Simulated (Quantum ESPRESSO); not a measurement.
Two runs for the As K edge of atom 1 in As (R-3m). Run A: Quantum ESPRESSO XSpectra, PBEsol, excited-electron core hole (neutral cell), 8-atom cell with 5.6 Å between holes, 4×4×4 k points, dipole transitions, Lorentzian half width 0.4 eV. Run B differs in one choice.

Energy from the energy zero of the input (xe0, at the border of filled and empty states); intensity scaled to a mean of 1 over the first 20 eV:

```csv
E (eV),A,B
-2.00,0.11,0.10
-1.25,0.19,0.17
-0.50,0.46,0.40
0.25,1.50,1.31
1.00,2.30,2.01
1.75,2.08,2.14
2.50,1.99,2.12
3.25,1.48,1.72
4.00,1.09,1.30
4.75,1.07,1.21
5.50,0.91,0.78
6.25,0.62,0.57
7.00,0.54,0.48
7.75,0.48,0.47
8.50,0.46,0.50
9.25,0.59,0.76
10.00,0.87,0.79
10.75,0.98,0.88
11.50,1.15,1.00
12.25,0.96,0.89
13.00,0.79,0.76
13.75,0.63,0.75
14.50,0.67,0.83
15.25,0.90,0.85
16.00,0.86,0.88
16.75,0.88,0.91
17.50,0.87,0.74
18.25,0.73,0.79
19.00,0.77,0.80
19.75,0.78,0.82
20.50,0.84,0.88
21.25,0.76,0.77
22.00,0.77,0.90
22.75,0.87,0.84
23.50,0.93,0.80
24.25,0.85,0.75
25.00,0.82,0.86
25.75,0.81,0.79
26.50,0.75,0.74
27.25,0.60,0.73
28.00,0.74,0.81
28.75,0.75,0.85
29.50,0.89,0.85
30.25,0.93,0.92
31.00,1.11,0.97
31.75,0.86,0.84
```

The database entry behind the starting cell differs from later determinations by our own check (old inner coordinate), so it need not match the best structure at ambient conditions.

Question: What was changed?
a) the volume of the cell
b) the size of the supercell
c) the plane-wave cutoff
d) the radius of the reconstruction

(b): run B changes the supercell atoms from 8 to 2, and the k mesh follows the cell. Against the first run the r.m.s. difference is 12 %. The highest intensity below 24 eV goes from 1.4 eV (2.49) to 1.8 eV (2.15). Other settings could leave a like mark; this is the one that was changed.

[Banner, clock and machine lines of the logs are left out without a mark of their own.]

[Logs are printed without paths, hosts, clocks, repeated set-up lines and the standing remarks that a program may print on its own settings, such as how far it seeks lower states.]

[Hosts, paths, dates, database ids (printed as entryN), source tags and the programs' standing remarks are cut or masked in the printed files.]

[Lists of maxima count a maximum above −3 eV only where it reaches 4 % of the highest in the window and stands out from its surroundings by 2 % of it (1.5 % where it reaches 55 %); shoulders and weaker maxima are passed over, and of the rest the first, up to two pre-edge ones and the few strongest are named.]
